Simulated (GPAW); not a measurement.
## Optical response of BP

Wanted: where BP starts to absorb, how strongly, and its refractive index.

Method: DFT, LDA, plane-wave PAW (GPAW data sets), scalar-relativistic, RPA, optical limit, in GPAW 26.7.0.

This is a report of a sequence of runs, with most program output left out.

### Step 1. Starting point

The structure is cubic, space group F-43m (No. 216). The conventional cell has a = 4.538 Å, b = 4.538 Å, c = 4.538 Å, α = 90.00°, β = 90.00°, γ = 90.00°. Nearest to P lie 4 B at 1.97 Å. B has 4 P at 1.97 Å nearest. Farther neighbours are not listed.

### Step 2. Ground state

The self-consistent density comes first; it also tells whether there is a gap, which decides the occupations and the need for a Drude term.

This step: DFT, LDA, plane-wave PAW (GPAW data sets), scalar-relativistic, ground state (GPAW 26.7.0).

The input, gs.py:

```python
from ase import Atoms
from ase.dft.bandgap import bandgap
from gpaw import GPAW, PW, FermiDirac

atoms = Atoms(['P', 'B'],
              cell=[[0.000000000000, 2.269000000000, 2.269000000000],
                    [2.269000000000, 0.000000000000, 2.269000000000],
                    [2.269000000000, 2.269000000000, 0.000000000000]],
              scaled_positions=[[0.750000000000, 0.750000000000, 0.750000000000],
                                [0.000000000000, 0.000000000000, 0.000000000000]],
              pbc=[True, True, True])
atoms.calc = GPAW(mode=PW(450), xc='LDA', kpts={'size': (8, 8, 8), 'gamma': True},
                  occupations=FermiDirac(0.05), maxiter=150, txt='gs.txt')
print('energy (eV)', atoms.get_potential_energy())
print('Fermi level (eV)', atoms.calc.get_fermi_level())
print('valence electrons', atoms.calc.get_number_of_electrons())
print('gap (eV)', bandgap(atoms.calc, output=None)[0])
print('direct gap (eV)', bandgap(atoms.calc, direct=True, output=None)[0])
atoms.calc.write('gs.gpw')
```

Started as:

```bash
> OMP_NUM_THREADS=1 python gs.py
```

Run time: 3.2 s. Hardware: 1 thread of Arm Neoverse V1, shared host; peak memory 0.12 GiB.

Read-outs, printed or worked out from the files:

| Item | Value |
| --- | --- |
| energy | -14.34 eV |
| Fermi energy | 8.593 eV |
| gap on the k-mesh | 1.219 eV |
| direct gap on the mesh | 3.379 eV |
| electrons | 8 |

There is a gap, 1.22 eV on this mesh (points off the mesh can give less), so no carriers' term is needed.

### Step 3. Bands for the response

At the fixed density, many empty bands are solved on the mesh of the response, since the spectrum sums over them.

This step: DFT, LDA, plane-wave PAW (GPAW data sets), scalar-relativistic, bands at fixed density (GPAW 26.7.0).

The input, nscf.py:

```python
from ase.dft.bandgap import bandgap
from gpaw import GPAW, FermiDirac

calc = GPAW('gs.gpw').fixed_density(kpts={'size': (16, 16, 16), 'gamma': True}, nbands=25, convergence={'bands': 19},
                                    occupations=FermiDirac(0.001), txt='nscf.txt')
print('gap (eV)', bandgap(calc, output=None)[0])
print('direct gap (eV)', bandgap(calc, direct=True, output=None)[0])
print('top band over the Fermi level (eV)', min(calc.get_eigenvalues(kpt=k)[18] for k in range(len(calc.get_ibz_k_points()))) - calc.get_fermi_level())
calc.write('full.gpw', mode='all')
```

Started as:

```bash
> OMP_NUM_THREADS=1 python nscf.py
```

The job ended after 24 s (1 thread; peak memory 0.17 GiB).

Read-outs, printed or worked out from the files:

```
gap on the k-mesh : 1.200 eV
```

### Step 4. Dielectric function, RPA

Local fields let the induced charge screen the field inside the cell, which as a rule lowers ε, most along directions where the density is uneven.

This step: DFT, LDA, plane-wave PAW (GPAW data sets), scalar-relativistic, RPA, optical limit (GPAW 26.7.0).

The input, df.py:

```python
from gpaw.response.df import DielectricFunction

df = DielectricFunction('full.gpw', frequencies={'type': 'nonlinear', 'domega0': 0.03, 'omega2': 8},
                        ecut=30,
                        eta=0.1,
                        nbands=19,
                        txt='df.txt')
for direction in ['x']:
    df.get_dielectric_function(xc='RPA', direction=direction, filename=f'df_{direction}.csv')
```

Started as:

```bash
> OMP_NUM_THREADS=1 python df.py
```

Elapsed: 4.8 s, on 1 thread; peak memory 0.2 GiB.

Read-outs, printed or worked out from the files:

```
electronic dielectric constant ε∞, mean over x, y and z (by symmetry where fewer were run) : 9.079
main peak of Im epsilon, first axis                                                        : 6.260 eV
```

Some rows of df_x.csv (energy; Re and Im without local fields; Re and Im with them):

```text
0.000000, 9.562100, -0.000000, 9.078520, -0.000000
0.555532, 9.641970, 0.029134, 9.152532, 0.026994
1.143969, 9.914135, 0.064867, 9.404644, 0.060070
1.768324, 10.470089, 0.117303, 9.919208, 0.108510
2.431988, 11.534909, 0.217135, 10.903313, 0.200496
3.138794, 13.962135, 0.603636, 13.141247, 0.555966
3.893091, 16.413467, 4.136577, 15.375157, 3.808181
4.699832, 18.837877, 9.967574, 17.670848, 9.139196
5.564682, 18.296997, 32.014471, 17.801069, 28.646094
6.494155, -13.596059, 17.069866, -12.265559, 17.142125
7.495775, -3.688543, 7.930909, -3.263376, 7.468939
8.578281, -6.515174, 5.936414, -5.968158, 6.062995
9.751884, -3.305773, 3.261656, -2.970122, 3.148080
11.028587, -3.030603, 2.459822, -2.784788, 2.489260
12.422601, -1.906213, 1.510047, -1.718105, 1.541609
13.950874, -1.487720, 1.106398, -1.300056, 1.150769
15.633783, -1.016963, 0.685250, -0.862750, 0.740365
17.496047, -0.572415, 0.427105, -0.483920, 0.459159
19.567954, -0.244806, 0.283887, -0.161499, 0.339420
21.887015, -0.000838, 0.191342, 0.053650, 0.305051
24.500258, 0.240486, 0.073955, 0.182553, 0.094034
```

The Im ε, E ∥ x has structure finer than the step of the table below, so its rows give means over 0.5 eV, whole bins alone (the curve runs from 0 to 25.0 eV). Peaks (eV: height): 5.77: 32.0, 6.28: 32.5.

Values under the direct gap are tails of Lorentzian lines. Im ε, E ∥ x against photon energy; means over each step:

photon energy (eV), Im ε, E ∥ x and a bar:
```
      0.5        0.0 
      1.0        0.1 
      1.5        0.1 
      2.0        0.1 
      2.5        0.2 
      3.0        0.5 
      3.5        2.5 ###
      4.0        4.7 #####
      4.5        7.3 ########
      5.0       11.3 #############
      5.5       24.5 ############################
      6.0       26.3 ##############################
      6.5       19.8 #######################
      7.0       10.5 ############
      7.5        7.7 #########
      8.0        8.8 ##########
      8.5        6.3 #######
      9.0        4.1 #####
      9.5        3.1 ####
     10.0        3.3 ####
     10.5        3.1 ###
     11.0        2.4 ###
     11.5        1.6 ##
     12.0        1.8 ##
     12.5        1.7 ##
     13.0        1.5 ##
     13.5        1.0 #
     14.0        1.1 #
     14.5        1.0 #
     15.0        0.9 #
     15.5        0.7 #
     16.0        0.7 #
     16.5        0.6 #
     17.0        0.5 #
     17.5        0.5 #
     18.0        0.4 
     18.5        0.4 
     19.0        0.4 
     19.5        0.4 
     20.0        0.4 
     20.5        0.4 
     21.0        0.3 
     21.5        0.3 
     22.0        0.3 
     22.5        0.3 
     23.0        0.3 
     23.5        0.2 
     24.0        0.1 
     24.5        0.1
```

Table of Re ε, E ∥ x by photon energy:

```csv
photon energy (eV),"Re ε, E ∥ x"
0,9.08
1,9.32
2,10.2
3,12.5
4,15.7
5,18.1
6,3.83
7,-7.50
8,-4.02
9,-5.23
10,-2.76
11,-2.77
12,-2.04
13,-2.04
14,-1.32
15,-1.14
16,-0.781
17,-0.615
18,-0.427
19,-0.253
20,-0.0616
21,-0.112
22,0.0566
23,-0.0202
24,0.0969
```

Table of refractive index n and extinction k by photon energy:

```csv
photon energy (eV),n,k
0.0,3.01,0
0.5,3.02,0.00400
1.0,3.05,0.00839
1.5,3.11,0.0137
2.0,3.19,0.0209
2.5,3.32,0.0324
3.0,3.54,0.0587
3.5,3.94,0.270
4.0,4.00,0.538
4.5,4.14,0.769
5.0,4.41,1.16
5.5,5.15,2.43
6.0,3.52,2.93
6.5,2.08,4.06
7.0,1.59,3.17
7.5,1.57,2.39
8.0,1.75,2.66
8.5,1.20,2.71
9.0,0.832,2.43
9.5,0.750,2.03
10.0,0.888,1.88
10.5,0.819,1.87
11.0,0.684,1.80
11.5,0.451,1.61
12.0,0.591,1.55
12.5,0.574,1.39
13.0,0.495,1.51
13.5,0.371,1.27
14.0,0.454,1.24
14.5,0.418,1.18
15.0,0.394,1.14
15.5,0.349,1.01
16.0,0.347,0.949
16.5,0.325,0.905
17.0,0.308,0.843
17.5,0.303,0.758
18.0,0.297,0.718
18.5,0.322,0.653
19.0,0.302,0.587
19.5,0.330,0.534
20.0,0.398,0.469
20.5,0.403,0.505
21.0,0.335,0.473
21.5,0.380,0.345
22.0,0.427,0.354
22.5,0.444,0.372
23.0,0.353,0.380
23.5,0.342,0.284
24.0,0.356,0.172
24.5,0.440,0.107
```

The loss function −Im 1/ε at q → 0, E ∥ x has structure finer than the step of the table below, so its rows give means over 1 eV, whole bins alone (the curve runs from 0 to 25.0 eV). Peaks (eV: height): 21.3: 4.08, 23.7: 5.77.

Values under the direct gap are tails of Lorentzian lines. Loss function −Im 1/ε at q → 0, E ∥ x against energy loss; means over each step:

energy loss (eV), loss function −Im 1/ε at q → 0, E ∥ x and a bar:
```
        1       0.00 
        2       0.00 
        3       0.00 
        4       0.02 
        5       0.02 
        6       0.03 
        7       0.07 
        8       0.09 #
        9       0.10 #
       10       0.17 #
       11       0.16 #
       12       0.25 ##
       13       0.26 ##
       14       0.38 ###
       15       0.45 ###
       16       0.61 ####
       17       0.82 #####
       18       1.25 ########
       19       1.90 #############
       20       2.49 #################
       21       3.01 ####################
       22       3.19 #####################
       23       3.76 #########################
       24       4.48 ##############################
```

The Im ε, E ∥ x has structure finer than the step of the table below, so its rows give means over 1 eV, whole bins alone (the curve runs from 0 to 25.0 eV). Peaks (eV: height): without local fields 5.7: 34.8, 6.2: 35.1; with local fields 5.8: 32.0, 6.3: 32.5.

Values under the direct gap are tails of Lorentzian lines. The Im ε, E ∥ x by photon energy; means over each step:

```csv
photon energy (eV),without local fields,with local fields
1,0.0566,0.0524
2,0.150,0.139
3,0.681,0.628
4,5.38,4.93
5,13.8,12.5
6,29.0,26.9
7,10.8,10.6
8,8.44,8.20
9,4.22,4.25
10,3.25,3.21
11,2.28,2.37
12,1.65,1.67
13,1.34,1.42
14,0.989,1.04
15,0.771,0.831
16,0.589,0.670
17,0.470,0.519
18,0.380,0.434
19,0.320,0.374
20,0.289,0.377
21,0.193,0.321
22,0.182,0.304
23,0.132,0.274
24,0.0821,0.129
```

Optical constants at common wavelengths, from n + ik = √ε:

```csv
wavelength (nm),n,k,R (%),1/α
1550,3.04,0.007,25.5,19 µm
633,3.19,0.020,27.3,2.5 µm
532,3.27,0.028,28.3,1.5 µm
450,3.42,0.042,29.9,849 nm
405,3.57,0.065,31.7,494 nm
365,3.83,0.187,34.5,155 nm
248,4.41,1.156,42.3,17 nm
```

Below the direct gap, k and the depth come from the tails of the Lorentzian lines, not from transitions.

Rows near the edge hang on the gap, which this functional as a rule makes too small, and phonon-assisted absorption is left out.

### Step 5. Results

```
electronic dielectric constant ε∞, mean over x, y and z (by symmetry where fewer were run) (RPA) : 9.08
main peak of Im epsilon, first axis                                                              : 6.26 eV
```

In words: At this level (LDA, RPA) BP has ε∞ = 9.08 and n = 3.04 at 1550 nm, and Im ε peaks at 6.3 eV. On the mesh the gap is 1.20 eV and the least direct gap 3.38 eV, so on this mesh the band edges lie at different points. Local fields change the static value along x from 9.56 to 9.08 (-5 %). Distinct maxima of Im ε, read by a parabola through the highest points, lie at 5.75 eV (32), 6.26 eV (33) and 8.06 eV (9.6). Excitons and phonon-assisted transitions are missing; LDA gaps are as a rule too small, which pulls the onset down and ε∞ up. The sum runs over mesh points, so small or evenly spaced maxima can still be ripples of the mesh.

[Machine, clock and banner lines and Python warnings are left out of the logs.]

[Logs are printed without paths, hosts, clocks, repeated set-up lines and the standing remarks that a program may print on its own settings, such as how far it seeks lower states.]

[Hosts, paths, dates, database ids (printed as entryN), source tags and the programs' standing remarks are cut or masked in the printed files.]
